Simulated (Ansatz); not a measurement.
# Is the response still linear at 0.25 V/Å? Al2SSe under WSi2As4, AA'

The dipole of a slab grows in proportion to a weak field along its normal. Does the weak-field slope carry to a strong field?

How it was computed: Ansatz 0.2.0, plane waves with PAW datasets (its set soft_2), PBE-D3(BJ); atoms held at their relaxed places, 18 Å of vacuum, dipole correction, cell area 11.13 Å², 18×18 k-points, smearing 0.02585 eV. Without field the slab has a gap of 0.67 eV.

| run | field (V/Å) | dipole (e·Å) |
| --- | --- | --- |
| run 1 | −0.03 | −0.04312 |
| run 2 | 0.00 | −0.00873 |
| run 3 | 0.03 | 0.02569 |
| run 4 | 0.25 | ? |

**Question.** What value belongs in the row marked “?”, and how far can the other rows tell?

A least-squares line through the 3 rows shown has slope 1.146833 and intercept −0.008720; no row lies more than 0.00001 e·Å off it. A perfect conductor with that slope would be 180.95 × 1.14683 / 11.13 = 18.65 Å thick. At 0.25 it gives 1.146833 × 0.25 + (−0.008720) = 0.27799 e·Å, beyond the rows fitted. Rounding and scatter of the rows alone allow about ±0.00008 e·Å there.

The run itself gives 0.27871 e·Å: a miss of +0.00072 e·Å. That is under 1 % of the induced dipole, so the response is still linear.

**Limits.** Ions are held, so this is the electronic response. Of the series that stay linear within 1 %, this collection keeps about one in seven, and it keeps all that bend. Spin-orbit coupling is left out, which changes the bands of elements this heavy.
